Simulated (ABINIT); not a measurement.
Planning a run of ABINIT 10.8.3 on SrTiO3 (Tausonite). The input:

```
acell 3*1.0 Angstrom
rprim 
  3.905280000000 0.000000000000 0.000000000000
  0.000000000000 3.905280000000 0.000000000000
  0.000000000000 0.000000000000 3.905280000000
ntypat 3
znucl 38 22 8
natom 5
typat 1 2 3 3 3
xred 
  0.500000000000 0.500000000000 0.500000000000
  0.000000000000 0.000000000000 0.000000000000
  0.500000000000 0.000000000000 0.000000000000
  0.000000000000 0.500000000000 0.000000000000
  0.000000000000 0.000000000000 0.500000000000
pp_dirpath "pseudos"
pseudos "Sr.upf, Ti.upf, O.upf"
ecut 38
ngkpt 4 4 4
nshiftk 1
shiftk 0 0 0
kptopt 1
chksymbreak 0
istwfk *1
occopt 1
irdwfk 1
optdriver 3
nband 176
ecuteps 6
inclvkb 2
awtr 1
symchi 1
irdqps 1
gwcalctyp 10
nqptdm 9
qptdm 
  0.2500000000 0.0000000000 0.0000000000
  0.5000000000 0.0000000000 0.0000000000
  0.2500000000 0.2500000000 0.0000000000
  0.5000000000 0.2500000000 0.0000000000
  0.5000000000 0.5000000000 0.0000000000
  0.2500000000 0.2500000000 0.2500000000
  0.5000000000 0.2500000000 0.2500000000
  0.5000000000 0.5000000000 0.2500000000
  0.5000000000 0.5000000000 0.5000000000
indata_prefix "in"
outdata_prefix "out"
tmpdata_prefix "tmp"
```

```sh
OMP_NUM_THREADS=1 mpirun -n 8 abinit run.abi > log; mrgscr < mrgscr.stdin
```

Estimate wall time and host memory on 8 MPI ranks of Intel Xeon Platinum 8375C at 2.90GHz (Ice Lake), shared host.

It took 2 min; on shared hardware allow 60 s to 4 min. Peak host memory was 2.3 GiB.

[Paths, hosts, dates, memory and timing lines, banners, echoed tables and standing remarks are left out of the program output.]

[Logs are printed without paths, hosts, clocks, repeated set-up lines and the standing remarks that a program may print on its own settings, such as how far it seeks lower states.]

[Runs of the session that timed out or met a known fault of the program may be left out.]

[Hosts, paths, dates, database ids (printed as entryN), source tags and the programs' standing remarks are cut or masked in the printed files.]

[G0W0 gaps are taken among the corrected bands and points alone; a level outside them can change the order at an edge.]

[Where Ansatz stands beside ABINIT at settings called matched, ABINIT's density can come from a denser mesh and the files from another edition; pairs whose starting gaps differed by over 0.03 eV were left out, so agreement reads better than it is.]
